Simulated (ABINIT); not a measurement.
# Quasiparticle gap of BN (P6_3mc) in ABINIT, part 2 of 3

How does a plane-wave GW calculation on BN (P6_3mc) run from the first input to the gap?

ABINIT 10.8.3; PBE and many-body steps on it, plane waves. Known limits of the many-body steps: not at the basis limit; coarse k mesh.

So far. Step 2 (Ground state): The gap is indirect, with the least direct gap 3.13 eV higher.

The database entry behind the starting cell has ideal inner coordinates that were not refined, so it need not match the best structure at ambient conditions.

## 3. Bands along the symmetry lines

Level of this step: DFT, PBE, plane waves, norm-conserving pseudopotentials (ABINIT).

Levels along a band path, at the cheap level, show where the edges lie and whether the meshes to come will hold them.

Input file run.abi:

```
acell 3*1.0 Angstrom
rprim 
  2.536000000002 -0.000000000000 0.000000000000
  -1.268000000000 2.196240423999 0.000000000000
  0.000000000000 0.000000000000 4.199000000000
ntypat 2
znucl 5 7
natom 4
typat 1 1 2 2
xred 
  0.666666666667 0.333333333333 0.000000000000
  0.333333333333 0.666666666667 0.500000000000
  0.666666666667 0.333333333333 0.375000000000
  0.333333333333 0.666666666667 0.875000000000
pp_dirpath "pseudos"
pseudos "B.upf, N.upf"
ecut 36
iscf -2
irdden 1
kptopt 0
nkpt 75
kpt 
  0.00000000 0.00000000 0.00000000
  0.06250000 0.00000000 0.00000000
  0.12500000 0.00000000 0.00000000
  0.18750000 0.00000000 0.00000000
  0.25000000 0.00000000 0.00000000
  0.31250000 0.00000000 0.00000000
  0.37500000 0.00000000 0.00000000
  0.43750000 0.00000000 0.00000000
  0.50000000 0.00000000 0.00000000
  0.47916667 0.04166667 0.00000000
  0.45833333 0.08333333 0.00000000
  0.43750000 0.12500000 0.00000000
  0.41666666 0.16666666 0.00000000
  0.39583333 0.20833333 0.00000000
  0.37500000 0.25000000 0.00000000
  0.35416666 0.29166666 0.00000000
  0.33333333 0.33333333 0.00000000
  0.29166666 0.29166666 0.00000000
  0.25000000 0.25000000 0.00000000
  0.20833333 0.20833333 0.00000000
  0.16666666 0.16666666 0.00000000
  0.12500000 0.12500000 0.00000000
  0.08333333 0.08333333 0.00000000
  0.04166667 0.04166667 0.00000000
  0.00000000 0.00000000 0.00000000
  0.00000000 0.00000000 0.06250000
  0.00000000 0.00000000 0.12500000
  0.00000000 0.00000000 0.18750000
  0.00000000 0.00000000 0.25000000
  0.00000000 0.00000000 0.31250000
  0.00000000 0.00000000 0.37500000
  0.00000000 0.00000000 0.43750000
  0.00000000 0.00000000 0.50000000
  0.06250000 0.00000000 0.50000000
  0.12500000 0.00000000 0.50000000
  0.18750000 0.00000000 0.50000000
  0.25000000 0.00000000 0.50000000
  0.31250000 0.00000000 0.50000000
  0.37500000 0.00000000 0.50000000
  0.43750000 0.00000000 0.50000000
  0.50000000 0.00000000 0.50000000
  0.47916667 0.04166667 0.50000000
  0.45833333 0.08333333 0.50000000
  0.43750000 0.12500000 0.50000000
  0.41666666 0.16666666 0.50000000
  0.39583333 0.20833333 0.50000000
  0.37500000 0.25000000 0.50000000
  0.35416666 0.29166666 0.50000000
  0.33333333 0.33333333 0.50000000
  0.29166666 0.29166666 0.50000000
  0.25000000 0.25000000 0.50000000
  0.20833333 0.20833333 0.50000000
  0.16666666 0.16666666 0.50000000
  0.12500000 0.12500000 0.50000000
  0.08333333 0.08333333 0.50000000
  0.04166667 0.04166667 0.50000000
  0.00000000 0.00000000 0.50000000
  0.50000000 0.00000000 0.50000000
  0.50000000 0.00000000 0.43750000
  0.50000000 0.00000000 0.37500000
  0.50000000 0.00000000 0.31250000
  0.50000000 0.00000000 0.25000000
  0.50000000 0.00000000 0.18750000
  0.50000000 0.00000000 0.12500000
  0.50000000 0.00000000 0.06250000
  0.50000000 0.00000000 0.00000000
  0.33333333 0.33333333 0.50000000
  0.33333333 0.33333333 0.43750000
  0.33333333 0.33333333 0.37500000
  0.33333333 0.33333333 0.31250000
  0.33333333 0.33333333 0.25000000
  0.33333333 0.33333333 0.18750000
  0.33333333 0.33333333 0.12500000
  0.33333333 0.33333333 0.06250000
  0.33333333 0.33333333 0.00000000
istwfk *1
nband 15
nbdbuf 2
tolwfr 1e-08
nstep 40
prtwf 0
prtvol 0
indata_prefix "in"
outdata_prefix "out"
tmpdata_prefix "tmp"
```

Started as:

```console
$ OMP_NUM_THREADS=1 mpirun -n 8 abinit run.abi > log
```

Numbers of over 12 decimals in the logs are rounded to 6 here.

The program printed:

```text
.Version 10.8.3 of ABINIT. v10.8.2 released Aug 2026.

 Symmetries : space group P6_3 m c (#186); Bravais hP (primitive hexag.)
[... echo of the input left out ...]
== DATASET  1 ==================================================================
-   mpi_nproc: 8, omp_nthreads: 1 (-1 if OMP is not activated)

--- !DatasetInfo
iteration_state: {dtset: 1, }
dimensions: {natom: 4, nkpt: 75, mband: 15, nsppol: 1, nspinor: 1, nspden: 1, mpw: 1677, }
cutoff_energies: {ecut:  36.0, pawecutdg:  -1.0, }
electrons: {nelect:   1.60000000E+01, charge:   0.00000000E+00, occopt:   1.00000000E+00, tsmear:   1.00000000E-02, }

 Real(R)+Recip(G) space primitive vectors, cartesian coordinates (Bohr,Bohr^-1):
 R(1)=  4.7923455  0.0000000  0.0000000  G(1)=  0.2086661  0.1204734  0.0000000
 R(2)= -2.3961727  4.1502929  0.0000000  G(2)=  0.0000000  0.2409468  0.0000000
 R(3)=  0.0000000  0.0000000  7.9349600  G(3)=  0.0000000  0.0000000  0.1260246
 Unit cell volume ucvol=  1.5782348E+02 bohr^3
 Angles (23,13,12)=  9.00000000E+01  9.00000000E+01  1.20000000E+02 degrees

 getcut: wavevector=  0.0000  0.0000  0.0000  ngfft=  27  27  45
         ecut(hartree)=     36.000   => boxcut(ratio)=   2.01065

--- Pseudopotential description ------------------------------------------------
- B Generated using ONCVPSP code by D. R. Hamann
-  5.00000   3.00000  171031                  znucl, zion, pspdat
12 -101130 1 -1 1534                          pspcod,pspxc,lmax,lloc,mmax
     nproj     2     2
  pspatm : epsatm=    3.38844616
         --- l  ekb(1:nproj) -->
             0    8.382104    1.234201
             1   -3.719492   -0.867526
 pspatm: atomic psp has been read  and splines computed

- N Generated using ONCVPSP code by D. R. Hamann
-  7.00000   5.00000  171031                  znucl, zion, pspdat
12 -101130 1 -1 1058                          pspcod,pspxc,lmax,lloc,mmax
     nproj     2     2
  pspatm : epsatm=    5.20977870
         --- l  ekb(1:nproj) -->
             0    7.494509    0.636305
[...]
pspatm: atomic psp has been read  and splines computed

--------------------------------------------------------------------------------

================================================================================
 prteigrs : about to open file out_EIG
 Non-SCF case, kpt    1 (  0.00000  0.00000  0.00000), residuals and eigenvalues=
  7.83E-09  2.18E-09  6.53E-09  2.50E-09  6.69E-09  9.70E-09  2.81E-09  4.23E-09
  4.48E-09  7.20E-09  2.40E-09  9.61E-09  9.27E-09  7.88E-09  5.98E-07
 -4.4070E-01 -2.8636E-01 -9.1708E-02  2.3406E-01  2.3406E-01  3.0340E-01
  3.1249E-01  3.1249E-01  6.2503E-01  6.2503E-01  6.3131E-01  6.7115E-01
[...]
Non-SCF case, kpt    2 (  0.06250  0.00000  0.00000), residuals and eigenvalues=
  2.79E-09  7.05E-09  7.94E-09  8.06E-09  4.17E-09  4.74E-09  9.79E-09  6.73E-09
[...]
Non-SCF case, kpt   74 (  0.33333  0.33333  0.06250), residuals and eigenvalues=
[...]
Non-SCF case, kpt   75 (  0.33333  0.33333  0.00000), residuals and eigenvalues=
[...]
-2.4329E-01 -2.4329E-01 -3.0090E-02  4.6551E-02  4.6551E-02  1.1007E-01
  1.1240E-01  1.1240E-01  5.0653E-01  8.1192E-01  8.1192E-01  8.2820E-01
[...]
--- !ResultsGS
iteration_state: {dtset: 1, }
comment   : Summary of ground state results
lattice_vectors:
- [  4.7923455,  -0.0000000,   0.0000000, ]
- [ -2.3961727,   4.1502929,   0.0000000, ]
- [  0.0000000,   0.0000000,   7.9349600, ]
lattice_lengths: [   4.79235,    4.79235,    7.93496, ]
lattice_angles: [ 90.000,  90.000, 120.000, ] # degrees, (23, 13, 12)
lattice_volume:   1.5782348E+02
convergence: {deltae:  0.000E+00, res2:  0.000E+00, residm:  9.987E-09, diffor:  0.000E+00, }
etotal    :  -2.68021005E+01
entropy   :   0.00000000E+00
fermie    :   3.12488712E-01
cartesian_stress_tensor: null
pressure_GPa: null
xred      :
- [  6.6667E-01,   3.3333E-01,  -1.9429E-16,  B]
- [  3.3333E-01,   6.6667E-01,   5.0000E-01,  B]
- [  6.6667E-01,   3.3333E-01,   3.7500E-01,  N]
- [  3.3333E-01,   6.6667E-01,   8.7500E-01,  N]
cartesian_forces: null
force_length_stats: {min: null, max: null, mean: null, }

 Integrated electronic density in atomic spheres:
 ------------------------------------------------
 Atom  Sphere_radius  Integrated_density
[...]
================================================================================

 ----iterations are completed or convergence reached----

 Mean square residual over all n,k,spin=   54.645E-10; max=  99.867E-10
 reduced coordinates (array xred) for    4 atoms
[...]
0.666666666667      0.333333333333      0.375000000000
       0.333333333333      0.666666666667      0.875000000000

 cartesian coordinates (angstrom) at end:
    1      1.268000     0.732080    -0.000000
    2      6.7e-13     1.464160     2.099500
    3      1.268000     0.732080     1.574625
    4      6.7e-13     1.464160     3.674125
 length scales=  1.889726125908  1.889726125908  1.889726125908 bohr
              =  1.000000000000  1.000000000000  1.000000000000 angstroms
 prteigrs : about to open file out_EIG
 Eigenvalues (hartree) for nkpt=  75  k points:
 kpt#   1, nband= 15, wtk=  1.00000, kpt=  0.0000  0.0000  0.0000 (reduced coord)
[...]
kpt#   2, nband= 15, wtk=  1.00000, kpt=  0.0625  0.0000  0.0000 (reduced coord)
[...]
kpt#   3, nband= 15, wtk=  1.00000, kpt=  0.1250  0.0000  0.0000 (reduced coord)
[...]
kpt#  74, nband= 15, wtk=  1.00000, kpt=  0.3333  0.3333  0.0625 (reduced coord)
  -0.24309   -0.24309   -0.02917    0.04205    0.04205    0.10786    0.11779    0.11779
   0.51051    0.79969    0.79969    0.82669    0.84889    0.84890    0.88493
 kpt#  75, nband= 15, wtk=  1.00000, kpt=  0.3333  0.3333  0.0000 (reduced coord)
  -0.24329   -0.24329   -0.03009    0.04655    0.04655    0.11007    0.11240    0.11240
   0.50653    0.81192    0.81192    0.82820    0.84874    0.84874    0.87649

== END DATASET(S) ==============================================================
================================================================================

 -outvars: echo values of variables after computation  --------
            nband          15
             nkpt          75
          spgroup         186
 [... the other variables as echoed above ...]

 Calculation completed.
```

The job ended after 5.1 s (8 MPI ranks of Intel Xeon 6975P-C (Granite Rapids), shared host; peak memory 0.52 GiB).

Numbers from this step:

| Item | Value |
| --- | --- |
| gap | 5.280 eV |
| k of the valence top | 0, 0, 0 |
| k of the conduction bottom | 0.3333, 0.3333, 0 |
| least direct gap | 8.413 eV |

The gap is 5.280 eV, as in the run before at this level.

Electronic bands along the path, in eV, zero at the top of the highest filled band; v1 is the highest filled band, c1 the lowest empty one:

```
    point     v4     v3     v2     v1    c1     c2     c3     c4
        Γ  -2.13  -0.25   0.00   0.00  8.50   8.50   8.68   9.76
  halfway  -3.84  -3.77  -1.61  -1.16  7.44   9.48  10.25  11.16
        M  -6.95  -5.03  -4.43  -2.14  6.86   8.07  10.79  11.69
  halfway  -6.57  -6.52  -4.62  -3.63  6.48   9.53  11.87  13.26
        K  -7.24  -5.51  -5.44  -5.44  5.28  13.59  13.59  14.03
  halfway  -5.72  -3.65  -2.21  -1.95  8.51   9.09  10.41  11.74
        Γ  -2.13  -0.25   0.00   0.00  8.50   8.50   8.68   9.76
  halfway  -1.87  -1.87  -0.38  -0.38  8.95   8.95   9.33   9.74
        A  -1.18  -1.18  -1.18  -1.18  9.68   9.68  10.07  10.07
  halfway  -4.11  -4.11  -2.69  -2.69  8.05   8.05  11.45  11.45
        L  -3.81  -3.81  -3.59  -3.59  6.71   6.71  10.20  10.20
  halfway  -5.79  -5.79  -3.21  -3.21  8.11   8.11  11.13  11.13
        H  -7.81  -7.81  -3.05  -3.05  9.46   9.46  10.30  10.30
  halfway  -4.35  -4.35  -3.49  -3.49  8.98   8.98  10.91  10.91
        A  -1.18  -1.18  -1.18  -1.18  9.68   9.68  10.07  10.07
jump to L  -3.81  -3.81  -3.59  -3.59  6.71   6.71  10.20  10.20
  halfway  -5.51  -4.70  -3.52  -2.70  6.95   6.99  11.18  11.90
        M  -6.95  -5.03  -4.43  -2.14  6.86   8.07  10.79  11.69
jump to H  -7.81  -7.81  -3.05  -3.05  9.46   9.46  10.30  10.30
  halfway  -8.26  -6.33  -4.07  -4.07  6.86  11.06  11.06  13.24
        K  -7.24  -5.51  -5.44  -5.44  5.28  13.59  13.59  14.03
```

## 4. Empty states on the mesh, 6×6×4 mesh, 144 bands

The sums over transitions need many empty states on a uniform mesh; this step solves for them.

Input file run.abi:

```
acell 3*1.0 Angstrom
rprim 
  2.536000000002 -0.000000000000 0.000000000000
  -1.268000000000 2.196240423999 0.000000000000
  0.000000000000 0.000000000000 4.199000000000
ntypat 2
znucl 5 7
natom 4
typat 1 1 2 2
xred 
  0.666666666667 0.333333333333 0.000000000000
  0.333333333333 0.666666666667 0.500000000000
  0.666666666667 0.333333333333 0.375000000000
  0.333333333333 0.666666666667 0.875000000000
pp_dirpath "pseudos"
pseudos "B.upf, N.upf"
ecut 36
ngkpt 6 6 4
nshiftk 1
shiftk 0 0 0
kptopt 1
chksymbreak 0
irdden 1
istwfk *1
nband 144
prtvol 0
optdriver 6
gwr_task "HDIAGO"
paral_kgb 0
occopt 1
indata_prefix "in"
outdata_prefix "out"
tmpdata_prefix "tmp"
```

The program printed:

```text
[banner, memory and clock lines left out]
.Version 10.8.3 of ABINIT. v10.8.2 released Aug 2026.

 Symmetries : space group P6_3 m c (#186); Bravais hP (primitive hexag.)
[... echo of the input left out ...]
== DATASET  1 ==================================================================
-   mpi_nproc: 8, omp_nthreads: 1 (-1 if OMP is not activated)

--- !DatasetInfo
iteration_state: {dtset: 1, }
dimensions: {natom: 4, nkpt: 21, mband: 144, nsppol: 1, nspinor: 1, nspden: 1, mpw: 1677, }
cutoff_energies: {ecut:  36.0, pawecutdg:  -1.0, }
electrons: {nelect:   1.60000000E+01, charge:   0.00000000E+00, occopt:   1.00000000E+00, tsmear:   1.00000000E-02, }

.Using double precision arithmetic; gwpc =  8

- Reading GS density from: in_DEN

--- Pseudopotential description ------------------------------------------------
- B Generated using ONCVPSP code by D. R. Hamann
-  5.00000   3.00000  171031                  znucl, zion, pspdat
12 -101130 1 -1 1534                          pspcod,pspxc,lmax,lloc,mmax
     nproj     2     2
  pspatm : epsatm=    3.38844616
         --- l  ekb(1:nproj) -->
             0    8.382104    1.234201
             1   -3.719492   -0.867526
 pspatm: atomic psp has been read  and splines computed

- N Generated using ONCVPSP code by D. R. Hamann
-  7.00000   5.00000  171031                  znucl, zion, pspdat
12 -101130 1 -1 1058                          pspcod,pspxc,lmax,lloc,mmax
     nproj     2     2
  pspatm : epsatm=    5.20977870
         --- l  ekb(1:nproj) -->
             0    7.494509    0.636305
             1   -4.293905   -1.006988
 pspatm: atomic psp has been read  and splines computed

   2.75143196E+02                                ecore*ucvol(ha*bohr**3)

 Total charge density [el/Bohr^3]
)     Maximum=    5.6293E-01  at reduced coord.    0.4074    0.8148    0.8889
)     Minimum=    7.7201E-03  at reduced coord.    0.6667    0.3333    0.0000
   Integrated=    1.6000E+01

 === KS gaps after direct diagonalization ===
 Indirect band gap semiconductor
 Fundamental gap:     5.280 (eV)
   VBM:     8.503 (eV) at k: [ 0.0000E+00,  0.0000E+00,  0.0000E+00]
   CBM:    13.783 (eV) at k: [ 3.3333E-01,  3.3333E-01,  0.0000E+00]
 Direct gap:         8.451 (eV) at k: [ 1.6667E-01,  0.0000E+00,  0.0000E+00]

== END DATASET(S) ==============================================================

 -outvars: echo values of variables after computation  --------
           etotal      0.0000000000E+00
            nband         144
             nkpt          21
          spgroup         186
 [... the other variables as echoed above ...]

 Calculation completed.
```

Wall time 7.6 s (8 MPI ranks); peak memory 1.6 GiB.

Numbers from this step:

- gap: 5.280 eV
- k of the valence top: 0, 0, 0
- k of the conduction bottom: 0.3333, 0.3333, 0
- least direct gap: 8.451 eV
- k points computed: 21
- lowest point of the top converged band, above the valence top: 161.7821 eV

On this mesh the gap is 5.280 eV.

## 5. Screening, 6×6×4 mesh, 136 bands, screening to 244.9 eV

The RPA dielectric matrix is built and inverted for each q.

This step: RPA screening on PBE, plane waves, norm-conserving pseudopotentials.

Edit run.abi of step 4 so:

```diff
@@ -22,10 +22,11 @@
 chksymbreak 0
-irdden 1
 istwfk *1
-nband 144
-prtvol 0
-optdriver 6
-gwr_task "HDIAGO"
-paral_kgb 0
 occopt 1
+irdwfk 1
+optdriver 3
+nband 136
+ecuteps 9
+inclvkb 2
+awtr 1
+symchi 1
 indata_prefix "in"
```

The program printed:

```text
.Version 10.8.3 of ABINIT. v10.8.2 released Aug 2026.

 Symmetries : space group P6_3 m c (#186); Bravais hP (primitive hexag.)
[... echo of the input left out ...]
== DATASET  1 ==================================================================
-   mpi_nproc: 8, omp_nthreads: 1 (-1 if OMP is not activated)

--- !DatasetInfo
iteration_state: {dtset: 1, }
dimensions: {natom: 4, nkpt: 21, mband: 136, nsppol: 1, nspinor: 1, nspden: 1, mpw: 1677, }
cutoff_energies: {ecut:  36.0, pawecutdg:  -1.0, }
electrons: {nelect:   1.60000000E+01, charge:   0.00000000E+00, occopt:   1.00000000E+00, tsmear:   1.00000000E-02, }

 SCREENING: Calculation of the susceptibility and dielectric matrices

 Based on a program developped by R.W. Godby, V. Olevano, G. Onida, and L. Reining.
 Incorporated in ABINIT by V. Olevano, G.-M. Rignanese, and M. Torrent.
.Using double precision arithmetic ; gwpc =  8

[... cell and pseudopotentials left out ...]
--------------------------------------------------------------------------------

 ==== K-mesh for the wavefunctions ====
 Number of points in the irreducible wedge :    21
[... list of points left out ...]
 Together with 12 symmetry operations and time-reversal symmetry
 yields   144 points in the full Brillouin Zone.

 ==== Q-mesh for the screening function ====
 Number of points in the irreducible wedge :    21
[... list of points left out ...]
 Together with 12 symmetry operations and time-reversal symmetry
 yields   144 points in the full Brillouin Zone.

 setmesh: FFT mesh size selected  =    18x   18x   36
          total number of points  =        11664

 vcoul_init : cutoff-mode = AUXILIARY_FUNCTION
 q-points for optical limit:   1
     1)      0.000010    0.000020    0.000030

- screening: taking advantage of time-reversal symmetry
- Maximum band index for partially occupied states nbvw = 8
- Remaining bands to be divided among processors   nbcw = 128
- Number of bands treated by each node ~16

 Number of electrons calculated from density =   16.0000; Expected =   16.0000
 average of density, n =  0.101379
 r_s =    1.3304
 omega_plasma =   30.7135 [eV]

 calculating chi0 at frequencies [eV] :
  1    0.000000E+00    0.000000E+00
  2    0.000000E+00    3.071353E+01

--------------------------------------------------------------------------------
  q-point number  1        q = ( 0.000000, 0.000000, 0.000000) [r.l.u.]
--------------------------------------------------------------------------------
[... chi0 elements left out ...]
 For q-point:  0.000010 0.000020 0.000030
  dielectric constant =   4.3392
  dielectric constant without local fields =   4.6892

  Average fulfillment of the sum rule on Im[epsilon] for q-point    1 :     90.85  [%]
[... wings left out ...]
  q-point number  2        q = ( 0.166667, 0.000000, 0.000000) [r.l.u.]
--------------------------------------------------------------------------------
[... chi0 elements left out ...]
  Average fulfillment of the sum rule on Im[epsilon] for q-point    2 :     96.23  [%]

 [... 19 further q-points ...]
```

It took 37 s on 8 MPI ranks; peak memory 1.5 GiB.

Numbers from this step:

- ε∞ with local fields, on this mesh, along the program's q direction: 4.339
- the same without local fields: 4.689
- plasma frequency: 30.71 eV
- plane waves in the screening matrix: 209

Local fields lower ε∞ by 7 %. On a Γ-centred mesh this coarse the value itself is usually too large, while a short band sum pulls it down.

(Part 2 of 3 ends here.)

[Paths, hosts, dates, memory and timing lines, banners, echoed tables and standing remarks are left out of the program output.]

[Logs are printed without paths, hosts, clocks, repeated set-up lines and the standing remarks that a program may print on its own settings, such as how far it seeks lower states.]

[Runs of the session that timed out or met a known fault of the program may be left out.]

[Hosts, paths, dates, database ids (printed as entryN), source tags and the programs' standing remarks are cut or masked in the printed files.]

[G0W0 gaps are taken among the corrected bands and points alone; a level outside them can change the order at an edge.]

[Where Ansatz stands beside ABINIT at settings called matched, ABINIT's density can come from a denser mesh and the files from another edition; pairs whose starting gaps differed by over 0.03 eV were left out, so agreement reads better than it is.]
